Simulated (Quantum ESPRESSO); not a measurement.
**Constrained canting in CoO**

Wanted: bilinear and biquadratic couplings of CoO from constrained non-collinear runs.

Main program and level: Quantum ESPRESSO 7.5; LDA with U = 3.5 eV on Co d (ortho-atomic projectors); plane waves with GBRV 1.5 LDA potentials, no spin-orbit coupling.

## (1) Starting point

Symmetry: Fm-3m, No. 225, cubic system. The conventional cell has a = 4.263 Å, b = 4.263 Å, c = 4.263 Å, α = 90.00°, β = 90.00°, γ = 90.00°. Nearest to Co lie 6 O at 2.13 Å. O has 6 Co at 2.13 Å nearest. Farther neighbours and most contacts between anions are not listed.

The cell comes from the Crystallography Open Database.

## (2) The collinear order that defines the sublattices

Typed as antiferro q=(0,0,1/2) +-. The wavevector q is in fractions of the reciprocal vectors of the crystal's primitive cell, as the cells of these inputs are built from it; moments change sign between cells as cos(2π q·R).

The input, pw.in:

```
&CONTROL
  calculation = 'scf'
  prefix = 'pwscf'
  outdir = './tmp'
  pseudo_dir = './pseudo'
  disk_io = 'nowf'
/
&SYSTEM
  ibrav = 0
  celldm(1) = 8
  nat = 4
  ntyp = 3
  ecutwfc = 34
  ecutrho = 238
  nbnd = 32
  occupations = 'smearing'
  smearing = 'fd'
  degauss = 0.00999582
  nspin = 2
  starting_magnetization(1) = 0.1765
  starting_magnetization(2) = -0.1765
  starting_magnetization(3) = 0
/
&ELECTRONS
  conv_thr = 4d-08
  electron_maxstep = 150
  mixing_beta = 0.3
/
ATOMIC_SPECIES
Co1    58.9332 co_lda_v1.2.uspp.F.UPF
Co2    58.9332 co_lda_v1.2.uspp.F.UPF
O      15.9990 o_lda_v1.2.uspp.F.UPF
CELL_PARAMETERS alat
   0.0000000000000    0.5034939043300    0.5034939043300
   0.5034939043300    0.0000000000000    0.5034939043300
   1.0069878086600    1.0069878086600    0.0000000000000
ATOMIC_POSITIONS crystal
Co1     0.0000000000    0.0000000000    0.0000000000
Co2     0.0000000000    0.0000000000    0.5000000000
O       0.5000000000    0.5000000000    0.2500000000
O       0.5000000000    0.5000000000    0.7500000000
K_POINTS automatic
6 6 3 0 0 0
HUBBARD {ortho-atomic}
U Co1-3d 3.5000
U Co2-3d 3.5000
```

On the command line:

```bash
$ OMP_NUM_THREADS=1 mpirun -n 4 pw.x -nk 4 -in pw.in > pw.out
```

The log of the run:

```text
Program PWSCF v.7.5 starts

     Message from routine setup:
     using ibrav=0 with symmetry is DISCOURAGED, use correct ibrav instead

     K-points division:     npool     =       4
     Subspace diagonalization in iterative solution of the eigenvalue problem:

     G-vector sticks info
     --------------------
     sticks:   dense  smooth     PW     G-vecs:    dense   smooth      PW
     Sum         517     301     97                16077     6977    1297

     Using Slab Decomposition

     bravais-lattice index     =            0
     lattice parameter (alat)  =       8.0000  a.u.
     unit-cell volume          =     261.4042 (a.u.)^3
     number of atoms/cell      =            4
     number of atomic types    =            3
     number of electrons       =        46.00
     number of Kohn-Sham states=           32
     kinetic-energy cutoff     =      34.0000  Ry
     charge density cutoff     =     238.0000  Ry
     scf convergence threshold =      4.0E-08
     mixing beta               =       0.3000
     number of iterations used =            8  plain     mixing
     Exchange-correlation= SLA  PZ   NOGX NOGC
                           (   1   1   0   0   0   0   0)
     Hubbard projectors: ortho-atomic
     Hubbard parameters of DFT+U (Dudarev formulation) in eV:
     U(Co1-3d) =  3.5000
     U(Co2-3d) =  3.5000

     Internal variables: lda_plus_u =T, lda_plus_u_kind = 0

     Internal variables: orbital_resolved =F, hub_pot_fix =F, apply_U = F

     celldm(1)=   8.000000  celldm(2)=   0.000000  celldm(3)=   0.000000
     celldm(4)=   0.000000  celldm(5)=   0.000000  celldm(6)=   0.000000

     crystal axes: (cart. coord. in units of alat)
               a(1) = (   0.000000   0.503494   0.503494 )
               a(2) = (   0.503494   0.000000   0.503494 )
               a(3) = (   1.006988   1.006988   0.000000 )

     reciprocal axes: (cart. coord. in units 2 pi/alat)
               b(1) = ( -0.993061  0.993061  0.993061 )
               b(2) = (  0.993061 -0.993061  0.993061 )
               b(3) = (  0.496530  0.496530 -0.496530 )

     PseudoPot. # 1 for Co read from file:
     co_lda_v1.2.uspp.F.UPF
     Pseudo is Ultrasoft + core correction, Zval = 17.0
     Generated by new atomic code, or converted to UPF format
     Using radial grid of  863 points,  6 beta functions with:
                l(1) =   0
                l(2) =   0
                l(3) =   1
                l(4) =   1
                l(5) =   2
                l(6) =   2
     Q(r) pseudized with  8 coefficients,  rinner =    1.200   1.200   1.200
                                                       1.200   1.200

     PseudoPot. # 2 for Co read from file:
     co_lda_v1.2.uspp.F.UPF
     Pseudo is Ultrasoft + core correction, Zval = 17.0
     Generated by new atomic code, or converted to UPF format
     Using radial grid of  863 points,  6 beta functions with:
                l(1) =   0
                l(2) =   0
                l(3) =   1
                l(4) =   1
                l(5) =   2
                l(6) =   2
     Q(r) pseudized with  8 coefficients,  rinner =    1.200   1.200   1.200
                                                       1.200   1.200

     PseudoPot. # 3 for O  read from file:
     o_lda_v1.2.uspp.F.UPF
     Pseudo is Ultrasoft + core correction, Zval =  6.0
     Generated by new atomic code, or converted to UPF format
     Using radial grid of  737 points,  5 beta functions with:
                l(1) =   0
                l(2) =   0
                l(3) =   1
                l(4) =   1
                l(5) =   2
     Q(r) pseudized with  8 coefficients,  rinner =    0.900   0.900   0.900
                                                       0.900   0.900

     atomic species   valence    mass     pseudopotential
     Co1              17.00    58.93320     Co( 1.00)
     Co2              17.00    58.93320     Co( 1.00)
     O                 6.00    15.99900     O ( 1.00)

     Starting magnetic structure
     atomic species   magnetization
     Co1             0.176
     Co2            -0.176
     O               0.000

     12 Sym. Ops., with inversion, found

   Cartesian axes

     site n.     atom                  positions (alat units)
         1        Co1    tau(   1) = (   0.0000000   0.0000000   0.0000000  )
         2        Co2    tau(   2) = (   0.5034939   0.5034939   0.0000000  )
         3        O      tau(   3) = (   0.5034939   0.5034939   0.5034939  )
         4        O      tau(   4) = (   1.0069878   1.0069878   0.5034939  )

     number of k points=    16  Fermi-Dirac smearing, width (Ry)=  0.0100
                       cart. coord. in units 2pi/alat
        k(    1) = (   0.0000000   0.0000000   0.0000000), wk =   0.0092593
        k(    2) = (   0.1655101   0.1655101  -0.1655101), wk =   0.0185185
        k(    3) = (   0.1655101  -0.1655101   0.1655101), wk =   0.0555556
        k(    4) = (   0.3310202   0.0000000  -0.0000000), wk =   0.0555556
        k(    5) = (  -0.0000000  -0.3310202   0.3310202), wk =   0.0555556
        [... 11 further k-points ...]

     Dense  grid:    16077 G-vectors     FFT dimensions: (  27,  27,  60)

     Smooth grid:     6977 G-vectors     FFT dimensions: (  24,  24,  45)

     Check: negative core charge=   -0.000023
     Generating pointlists ...
     new r_m :   0.2077 (alat units)  1.6615 (a.u.) for type    1
     new r_m :   0.2077 (alat units)  1.6615 (a.u.) for type    2
     new r_m :   0.2077 (alat units)  1.6615 (a.u.) for type    3

     Initial potential from superposition of free atoms

     starting charge      44.0000, renormalised to      46.0000

     STARTING HUBBARD OCCUPATIONS:

     =================== HUBBARD OCCUPATIONS ===================
     ------------------------ ATOM    1 ------------------------
     Tr[ns(  1)] (up, down, total) =   5.00000  2.00000  7.00000
     Atomic magnetic moment for atom   1 =   3.00000
     [... lines left out ...]
     ------------------------ ATOM    2 ------------------------
     Tr[ns(  2)] (up, down, total) =   2.00000  5.00000  7.00000
     Atomic magnetic moment for atom   2 =  -3.00000
     [... lines left out ...]
     Number of occupied Hubbard levels =   14.0000

     Atomic wfc used for Hubbard projectors are orthogonalized

     Starting wfcs are   34 randomized atomic wfcs

     Self-consistent Calculation

     iteration #  1     ecut=    34.00 Ry     beta= 0.30
     Davidson diagonalization with overlap
     ethr =  1.00E-02,  avg # of iterations =  2.7

     =================== HUBBARD OCCUPATIONS ===================
     ------------------------ ATOM    1 ------------------------
     Tr[ns(  1)] (up, down, total) =   4.59641  0.99675  5.59317
     Atomic magnetic moment for atom   1 =   3.59966
     [... lines left out ...]
     ------------------------ ATOM    2 ------------------------
     Tr[ns(  2)] (up, down, total) =   0.99662  4.59648  5.59310
     Atomic magnetic moment for atom   2 =  -3.59986
     [... lines left out ...]
     Number of occupied Hubbard levels =   11.1863

     total energy              =    -657.31491002 Ry
     estimated scf accuracy    <      11.85590200 Ry

     total magnetization       =     0.00 Bohr mag/cell
     absolute magnetization    =     7.33 Bohr mag/cell

     iteration #  2     ecut=    34.00 Ry     beta= 0.30
     Davidson diagonalization with overlap
     ethr =  1.00E-02,  avg # of iterations =  2.6

     total energy              =    -659.24075577 Ry
     estimated scf accuracy    <       9.96401363 Ry

     total magnetization       =    -0.00 Bohr mag/cell
     absolute magnetization    =     2.24 Bohr mag/cell

     iteration #  3     ecut=    34.00 Ry     beta= 0.30
     Davidson diagonalization with overlap
     ethr =  1.00E-02,  avg # of iterations =  2.0

     total energy              =    -660.78885469 Ry
     estimated scf accuracy    <       0.35537617 Ry

     total magnetization       =     0.00 Bohr mag/cell
     absolute magnetization    =     5.67 Bohr mag/cell

     [... further iterations left out ...]

     iteration # 17     ecut=    34.00 Ry     beta= 0.30
     Davidson diagonalization with overlap
     ethr =  1.33E-08,  avg # of iterations =  1.5

     total energy              =    -660.84147375 Ry
     estimated scf accuracy    <       0.00000245 Ry

     total magnetization       =     0.00 Bohr mag/cell
     absolute magnetization    =     5.32 Bohr mag/cell

     iteration # 18     ecut=    34.00 Ry     beta= 0.30
     Davidson diagonalization with overlap
     ethr =  5.32E-09,  avg # of iterations =  1.0

     total energy              =    -660.84147436 Ry
     estimated scf accuracy    <       0.00000040 Ry

     total magnetization       =     0.00 Bohr mag/cell
     absolute magnetization    =     5.32 Bohr mag/cell

     iteration # 19     ecut=    34.00 Ry     beta= 0.30
     Davidson diagonalization with overlap
     ethr =  8.67E-10,  avg # of iterations =  1.1

     total energy              =    -660.84147435 Ry
     estimated scf accuracy    <       0.00000016 Ry

     total magnetization       =     0.00 Bohr mag/cell
     absolute magnetization    =     5.32 Bohr mag/cell

     iteration # 20     ecut=    34.00 Ry     beta= 0.30
     Davidson diagonalization with overlap
     ethr =  3.58E-10,  avg # of iterations =  1.0

     Magnetic moment per site  (integrated on atomic sphere of radius R)
     atom   1 (R=0.208)  charge= 14.6146  magn=  2.5009
     atom   2 (R=0.208)  charge= 14.6146  magn= -2.5009
     atom   3 (R=0.208)  charge=  5.7383  magn= -0.0000
     atom   4 (R=0.208)  charge=  5.7383  magn= -0.0000

     End of self-consistent calculation

     =================== HUBBARD OCCUPATIONS ===================
     ------------------------ ATOM    1 ------------------------
     Tr[ns(  1)] (up, down, total) =   4.95524  2.37946  7.33470
     Atomic magnetic moment for atom   1 =   2.57577
     [... lines left out ...]
     ------------------------ ATOM    2 ------------------------
     Tr[ns(  2)] (up, down, total) =   2.37946  4.95524  7.33470
     Atomic magnetic moment for atom   2 =  -2.57579
     [... lines left out ...]
     Number of occupied Hubbard levels =   14.6694

     [... lines left out ...]
     the Fermi energy is    12.7933 ev

!    total energy              =    -660.84147436 Ry
     estimated scf accuracy    <       0.00000001 Ry
     smearing contrib. (-TS)   =      -0.02508751 Ry
     internal energy E=F+TS    =    -660.81638686 Ry

     The total energy is F=E-TS. E is the sum of the following terms:
     one-electron contribution =    -366.21674443 Ry
     hartree contribution      =     209.09084723 Ry
     xc contribution           =     -78.81126920 Ry
     ewald contribution        =    -425.12572346 Ry
     Hubbard energy            =       0.24650301 Ry

     total magnetization       =    -0.00 Bohr mag/cell
     absolute magnetization    =     5.32 Bohr mag/cell

     convergence has been achieved in  20 iterations

=------------------------------------------------------------------------------=
   JOB DONE.
=------------------------------------------------------------------------------=
```

It took 12 s on 4 MPI ranks of Arm Neoverse V1, shared host; peak memory 0.3 GiB.

Spin moment in the atom's sphere by atom:

```csv
atom,spin moment in the atom's sphere (μB)
Co1,2.50
Co2,-2.50
O3,0.00
O4,0.00
```

This step gave:

```yaml
smearing_term_ts: 0.3413 eV
magnetization: 0 μB
absolute_magnetization: 5.323 μB
final_state: antiferromagnetic
```

Spin density in the ac plane at fractional y = 0.000, with atoms of Co within 0.2 Å of it.

Values in units of 1e0 e/Å³, 24 rows by 14 columns, each cell a mean:
```
 7.1  5.1  1.8  0.5  0.1  0.0  0.0  0.0  0.0  0.0  0.1  0.3  1.2  4.0
 2.1  2.4  1.3  0.5  0.2  0.0  0.0  0.0  0.0  0.0  0.0  0.1  0.3  1.0
 0.4  0.6  0.5  0.3  0.1  0.0  0.0  0.0  0.0  0.0  0.0  0.0  0.1  0.2
 0.1  0.1  0.1  0.1  0.1  0.0  0.0  0.0  0.0  0.0  0.0  0.0  0.0  0.0
 0.0  0.0  0.0  0.0  0.0  0.0  0.0  0.0  0.0  0.0  0.0  0.0  0.0  0.0
 0.0  0.0  0.0  0.0  0.0  0.0  0.0  0.0  0.0  0.0  0.0  0.0  0.0  0.0
 0.0  0.0  0.0  0.0  0.0  0.0  0.0  0.0  0.0  0.0  0.0  0.0  0.0  0.0
 0.0  0.0  0.0  0.0  0.0  0.0  0.0  0.0  0.0  0.0  0.0  0.0  0.0  0.0
-0.1  0.0  0.0  0.0  0.0  0.0  0.0  0.0  0.0 -0.1 -0.1 -0.2 -0.3 -0.2
-0.5 -0.2 -0.1  0.0  0.0  0.0  0.0  0.0  0.0 -0.1 -0.2 -0.6 -0.9 -0.9
-2.9 -1.1 -0.3 -0.1  0.0  0.0  0.0  0.0  0.0 -0.1 -0.3 -1.0 -2.5 -4.1
-8.1 -3.7 -1.0 -0.3 -0.1  0.0  0.0  0.0  0.0 -0.1 -0.2 -0.8 -2.9 -7.4
-7.1 -5.1 -1.8 -0.5 -0.1  0.0  0.0  0.0  0.0  0.0 -0.1 -0.3 -1.2 -4.0
-2.1 -2.4 -1.3 -0.5 -0.2  0.0  0.0  0.0  0.0  0.0  0.0 -0.1 -0.3 -1.0
-0.4 -0.6 -0.5 -0.3 -0.1  0.0  0.0  0.0  0.0  0.0  0.0  0.0 -0.1 -0.2
-0.1 -0.1 -0.1 -0.1 -0.1  0.0  0.0  0.0  0.0  0.0  0.0  0.0  0.0  0.0
 0.0  0.0  0.0  0.0  0.0  0.0  0.0  0.0  0.0  0.0  0.0  0.0  0.0  0.0
 0.0  0.0  0.0  0.0  0.0  0.0  0.0  0.0  0.0  0.0  0.0  0.0  0.0  0.0
 0.0  0.0  0.0  0.0  0.0  0.0  0.0  0.0  0.0  0.0  0.0  0.0  0.0  0.0
 0.0  0.0  0.0  0.0  0.0  0.0  0.0  0.0  0.0  0.0  0.0  0.0  0.0  0.0
 0.1  0.0  0.0  0.0  0.0  0.0  0.0  0.0  0.0  0.1  0.1  0.2  0.3  0.2
 0.5  0.2  0.1  0.0  0.0  0.0  0.0  0.0  0.0  0.1  0.2  0.6  0.9  0.9
 2.9  1.1  0.3  0.1  0.0  0.0  0.0  0.0  0.0  0.1  0.3  1.0  2.5  4.1
 8.1  3.7  1.0  0.3  0.1  0.0  0.0  0.0  0.0  0.1  0.2  0.8  2.9  7.4
```
Columns run along a (3.0 Å), rows up along c (6.0 Å). Atoms in or near the plane, at fractional coordinates: Co at (0.00, 0.00), Co at (0.00, 0.50).

Valence density in the ac plane at fractional y = 0.000, with atoms of Co within 0.2 Å of it. It is the smooth field of the valence electrons, not physical close to the nuclei.

Values in e/Å³, 24 rows by 14 columns, each cell a mean:
```
39 31 13  3  1  0  0  0  0  0  1  2  9 25
16 17 10  4  1  0  0  0  0  0  0  1  2  7
 3  4  4  2  1  0  0  0  0  0  0  0  1  1
 1  1  1  1  0  0  0  0  0  0  0  0  0  0
 0  0  0  0  0  0  0  0  0  0  0  0  0  0
 0  0  0  0  0  0  0  0  0  0  0  0  0  0
 0  0  0  0  0  0  0  0  0  0  0  0  0  0
 0  0  0  0  0  0  0  0  0  0  0  0  0  0
 1  0  0  0  0  0  0  0  0  0  1  1  2  1
 4  1  1  0  0  0  0  0  0  1  2  4  7  7
20  8  2  1  0  0  0  0  0  1  2  7 19 27
43 23  7  2  0  0  0  0  0  0  1  6 20 41
39 31 13  3  1  0  0  0  0  0  1  2  9 25
16 17 10  4  1  0  0  0  0  0  0  1  2  7
 3  4  4  2  1  0  0  0  0  0  0  0  1  1
 1  1  1  1  0  0  0  0  0  0  0  0  0  0
 0  0  0  0  0  0  0  0  0  0  0  0  0  0
 0  0  0  0  0  0  0  0  0  0  0  0  0  0
 0  0  0  0  0  0  0  0  0  0  0  0  0  0
 0  0  0  0  0  0  0  0  0  0  0  0  0  0
 1  0  0  0  0  0  0  0  0  0  1  1  2  1
 4  1  1  0  0  0  0  0  0  1  2  4  7  7
20  8  2  1  0  0  0  0  0  1  2  7 19 27
43 23  7  2  0  0  0  0  0  0  1  6 20 41
```
Columns run along a (3.0 Å), rows up along c (6.0 Å). Atoms in or near the plane, at fractional coordinates: Co at (0.00, 0.00), Co at (0.00, 0.50).

## (3) The parallel state in the same cell

This run has no penalty. It is needed because the penalty of the later runs acts on every atom: an induced moment is typed with its parallel value times cos(θ/2) along z and its opposed value times sin(θ/2) along x, rounded to 0.01 μB.

The input, pw.in:

```
&CONTROL
  calculation = 'scf'
  prefix = 'pwscf'
  outdir = './tmp'
  pseudo_dir = './pseudo'
  disk_io = 'nowf'
/
&SYSTEM
  ibrav = 0
  celldm(1) = 8
  nat = 4
  ntyp = 2
  ecutwfc = 34
  ecutrho = 238
  nbnd = 35
  occupations = 'smearing'
  smearing = 'fd'
  degauss = 0.00999582
  nspin = 2
  starting_magnetization(1) = 0.1765
  starting_magnetization(2) = 0
/
&ELECTRONS
  conv_thr = 4d-08
  electron_maxstep = 150
  mixing_beta = 0.3
/
ATOMIC_SPECIES
Co     58.9332 co_lda_v1.2.uspp.F.UPF
O      15.9990 o_lda_v1.2.uspp.F.UPF
CELL_PARAMETERS alat
   0.0000000000000    0.5034939043300    0.5034939043300
   0.5034939043300    0.0000000000000    0.5034939043300
   1.0069878086600    1.0069878086600    0.0000000000000
ATOMIC_POSITIONS crystal
Co      0.0000000000    0.0000000000    0.0000000000
Co      0.0000000000    0.0000000000    0.5000000000
O       0.5000000000    0.5000000000    0.2500000000
O       0.5000000000    0.5000000000    0.7500000000
K_POINTS automatic
6 6 3 0 0 0
HUBBARD {ortho-atomic}
U Co-3d 3.5000
```

The log of the run:

```text
     [... lines left out ...]
Program PWSCF v.7.5 starts
     [... lines left out ...]
     number of atoms/cell      =            4
     [... lines left out ...]
     number of electrons       =        46.00
     number of Kohn-Sham states=           35
     kinetic-energy cutoff     =      34.0000  Ry
     charge density cutoff     =     238.0000  Ry
     scf convergence threshold =      4.0E-08
     [... lines left out ...]
     12 Sym. Ops., with inversion, found
     [... lines left out ...]
     number of k points=    16  Fermi-Dirac smearing, width (Ry)=  0.0100
     [... lines left out ...]
     iteration # 18     ecut=    34.00 Ry     beta= 0.30
     [... lines left out ...]
     Magnetic moment per site  (integrated on atomic sphere of radius R)
     atom   1 (R=0.208)  charge= 14.6087  magn=  2.5232
     atom   2 (R=0.208)  charge= 14.6088  magn=  2.5231
     atom   3 (R=0.208)  charge=  5.7424  magn=  0.2504
     atom   4 (R=0.208)  charge=  5.7424  magn=  0.2504
     [... lines left out ...]
     Tr[ns(  1)] (up, down, total) =   4.95389  2.36849  7.32238
     [... lines left out ...]
     Tr[ns(  2)] (up, down, total) =   4.95389  2.36857  7.32246
     [... lines left out ...]
     the Fermi energy is    12.8025 ev
!    total energy              =    -660.83469987 Ry
     estimated scf accuracy    <       0.00000002 Ry
     smearing contrib. (-TS)   =      -0.02647598 Ry
     [... lines left out ...]
     total magnetization       =     5.77 Bohr mag/cell
     absolute magnetization    =     5.80 Bohr mag/cell
     convergence has been achieved in  18 iterations
```

It took 10 s on 4 MPI ranks; peak memory 0.29 GiB.

Spin moment in the atom's sphere by atom:

| atom | spin moment in the atom's sphere (μB) |
| --- | --- |
| Co1 | 2.52 |
| Co2 | 2.52 |
| O3 | 0.25 |
| O4 | 0.25 |

Numbers from this step:

```yaml
smearing_term_ts: 0.3602 eV
magnetization: 5.768 μB
absolute_magnetization: 5.802 μB
final_state: ferromagnetic
```

[end of part 1 of 3]

[Logs and program files are shortened in this print: banners, set-up blocks, solver, clock and traceback lines can be left out without a mark of their own.]

[Logs are printed without paths, hosts, clocks, repeated set-up lines and the standing remarks that a program may print on its own settings, such as how far it seeks lower states.]

[Hosts, paths, dates, database ids (printed as entryN), source tags and the programs' standing remarks are cut or masked in the printed files.]

[Where a cell is said to come from a database of computed structures, the database is the Materials Project.]
